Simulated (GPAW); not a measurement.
# SrCl2 (2H monolayer): G0W0 on several meshes in GPAW

How does the mesh move the gap of SrCl2 (2H monolayer)?

Main program and level: GPAW 26.7.0; LDA and many-body steps on it, plane waves.

Report form: the programs' logs are mostly left out.

### Step 1. Starting point

The cell holds 3 atoms: 1 Sr and 2 Cl. Its edges and angles: a = 4.067 Å, b = 4.067 Å, c = 14.700 Å, α = 90.0°, β = 90.0°, γ = 120.0°. Vacuum lies along c.

Coordinates:

```xyz
3
Lattice="4.0673 0.0000 0.0000 -2.0337 3.5224 0.0000 0.0000 0.0000 14.7000" Properties=species:S:1:pos:R:3
Sr    0.0000    2.3483    7.3500
Cl    2.0337    1.1741    8.9822
Cl    2.0337    1.1741    5.7178
```

The structure was relaxed with LDA. The runs that relaxed it are not among those shown.

### Step 2. Empty states on the mesh, 6×6×1 mesh, 352 bands

This step: GPAW 26.7.0; DFT, LDA, plane waves, PAW.

The sums over transitions need many empty states on a uniform mesh; this step solves for them.

run.py reads:

```python
import json
import numpy as np
from gpaw.mpi import world
from gpaw import GPAW

calc = GPAW('gs.gpw').fixed_density(kpts={'size': (6, 6, 1), 'gamma': True},
    parallel={'domain': 1, 'band': 1},
    txt='nscf.txt')
calc.diagonalize_full_hamiltonian(nbands=352)
calc.write('full.gpw', mode='all')
res = {}
kpts = calc.get_ibz_k_points()
res['kpts'] = kpts
res['eigenvalues'] = [calc.get_eigenvalues(kpt=k) for k in range(len(kpts))]
res['n_electrons'] = calc.get_number_of_electrons()

if world.rank == 0:
    with open('result.json', 'w') as f:
        json.dump(res, f, default=lambda x: x.tolist())
```

Run with:

```bash
mpirun -n 4 gpaw python run.py
```

Elapsed: 2.7 min, on 4 MPI ranks of Arm Neoverse V2, shared host; peak memory 6.5 GiB.

This step gave:

```
gap                                                           : 4.800 eV
k of the valence top                                          : 0.3333, -0.1667, 0
k of the conduction bottom                                    : 0.5, 0.5, 0
least direct gap                                              : 4.844 eV
k points computed                                             : 7
lowest point of the top converged band, above the valence top : 81.4383 eV
```

On this mesh the gap is 4.800 eV.

### Step 3. 6×6×1

G0W0 replaces the xc potential by the self-energy, built once from these orbitals. Only a window of levels is corrected, while the sums run over the empty bands that the input names.

This step: G0W0 on LDA, plane waves, PAW.

run.py reads:

```python
import json
import numpy as np
from gpaw.mpi import world
from gpaw.response.g0w0 import G0W0

gw = G0W0('full.gpw',
    filename='gw',
    kpts=[0, 2, 6],
    bands=(10, 14),
    ecut=24,
    nbands=56,
    truncation='2D',
    integrate_gamma='sphere',
    q0_correction=True,
    frequencies={'type': 'nonlinear', 'domega0': 0.15, 'omega2': 15.0},
    eta=0.1,
    nblocksmax=True)
gw.calculate()
res = {mode: {k: v for k, v in r.items() if k != 'sigma_eskwn'}
       for mode, r in gw.all_results.items()}

if world.rank == 0:
    with open('result.json', 'w') as f:
        json.dump(res, f, default=lambda x: x.tolist())
```

Run with:

```bash
mpirun -n 4 gpaw python run.py
```

It took 20 s on 4 MPI ranks; peak memory 1.6 GiB; 81 s of CPU time.

This step gave:

```yaml
g0w0_gap_on_the_points_computed: 8.208 eV
least_direct_g0w0_gap_on_the_computed_points: 8.292 eV
z_at_the_valence_top: 0.8247
z_at_the_conduction_bottom: 0.8724
starting_gap_on_the_mesh: 4.800 eV
k_of_the_valence_top: 0.3333, -0.1667, 0
k_of_the_conduction_bottom: 0, 0, 0
```

The gap on the mesh goes from 4.80 eV to 8.21 eV, a correction of +3.41 eV.

### Step 4. Empty states on the mesh, 9×9×1 mesh, 66 bands

This step: DFT, LDA, plane waves, PAW.

run.py reads:

```python
import json
import numpy as np
from gpaw.mpi import world
from gpaw import GPAW

calc = GPAW('gs.gpw').fixed_density(kpts={'size': (9, 9, 1), 'gamma': True},
    nbands=77,
    convergence={'bands': 66},
    txt='nscf.txt')
calc.write('full.gpw', mode='all')
res = {}
kpts = calc.get_ibz_k_points()
res['kpts'] = kpts
res['eigenvalues'] = [calc.get_eigenvalues(kpt=k) for k in range(len(kpts))]
res['n_electrons'] = calc.get_number_of_electrons()

if world.rank == 0:
    with open('result.json', 'w') as f:
        json.dump(res, f, default=lambda x: x.tolist())
```

Run with:

```bash
mpirun -n 4 gpaw python run.py
```

Elapsed: 22 s, on 4 MPI ranks; peak memory 0.89 GiB.

Numbers from this step:

```
gap                                                           : 4.805 eV
k of the valence top                                          : 0.2222, -0.1111, 0
k of the conduction bottom                                    : 0.4444, 0, 0
least direct gap                                              : 4.848 eV
k points computed                                             : 12
lowest point of the top converged band, above the valence top : 24.94 eV
```

On this mesh the gap is 4.805 eV.

### Step 5. 9×9×1

This step: G0W0 on LDA, plane waves, PAW.

run.py reads:

```python
import json
import numpy as np
from gpaw.mpi import world
from gpaw.response.g0w0 import G0W0

gw = G0W0('full.gpw',
    filename='gw',
    kpts=[0, 2, 9],
    bands=(10, 14),
    ecut=24,
    nbands=56,
    truncation='2D',
    integrate_gamma='sphere',
    q0_correction=True,
    frequencies={'type': 'nonlinear', 'domega0': 0.15, 'omega2': 15.0},
    eta=0.1,
    nblocksmax=True)
gw.calculate()
res = {mode: {k: v for k, v in r.items() if k != 'sigma_eskwn'}
       for mode, r in gw.all_results.items()}

if world.rank == 0:
    with open('result.json', 'w') as f:
        json.dump(res, f, default=lambda x: x.tolist())
```

Run with:

```bash
mpirun -n 4 gpaw python run.py
```

Wall time 53 s (4 MPI ranks); peak memory 1.9 GiB.

Numbers from this step:

```
G0W0 gap on the points computed              : 8.223 eV
least direct G0W0 gap on the computed points : 8.300 eV
Z at the valence top                         : 0.8230
Z at the conduction bottom                   : 0.8768
starting gap on the mesh                     : 4.805 eV
k of the valence top                         : 0.2222, -0.1111, 0
k of the conduction bottom                   : 0, 0, 0
```

Against G0W0 in GPAW (6×6×1 mesh, 56 bands, screening to 24 eV, full frequency, Hilbert transform), the gap moves by +0.014 eV.

### Step 6. The runs together

Times are wall times on 4 MPI ranks of Arm Neoverse V2, shared host, good to a factor of about two.

```csv
run,mesh,bands,screening cutoff (eV),DFT gap (eV),gap on the mesh (eV),direct (eV),time
6×6×1,6×6×1,56,24,4.800,8.208,8.292,20 s
9×9×1,9×9×1,56,24,4.805,8.223,8.300,53 s
```

### Step 7. Summary of results

| Property | Result |
| --- | --- |
| 6×6×1 | 8.208 eV |
| 9×9×1 | 8.223 eV |
| known limits | not at the basis limit; no spin-orbit coupling |

In words: 9×9×1: +0.014 eV against 6×6×1. Bands and cutoff are finite, so the gap is not at the basis limit. The miss can reach some tenths of an eV and take either sign; the mesh is an error of its own. These stock PAW sets were not made for GW. In the G0W0 runs levels were corrected at 3 k points alone, so a gap called «on the mesh» is the least over those, and an edge elsewhere would be missed. Mesh or cutoff lie under what a gap needs, so these runs test behaviour and cost; their gaps are not to be quoted. The many-body steps are scalar-relativistic: spin-orbit coupling is not in them.

[Paths, hosts, dates, memory and timing lines, banners, echoed tables and standing remarks are left out of the program output.]

[Logs are printed without paths, hosts, clocks, repeated set-up lines and the standing remarks that a program may print on its own settings, such as how far it seeks lower states.]

[Runs of the session that timed out or met a known fault of the program may be left out.]

[Hosts, paths, dates, database ids (printed as entryN), source tags and the programs' standing remarks are cut or masked in the printed files.]
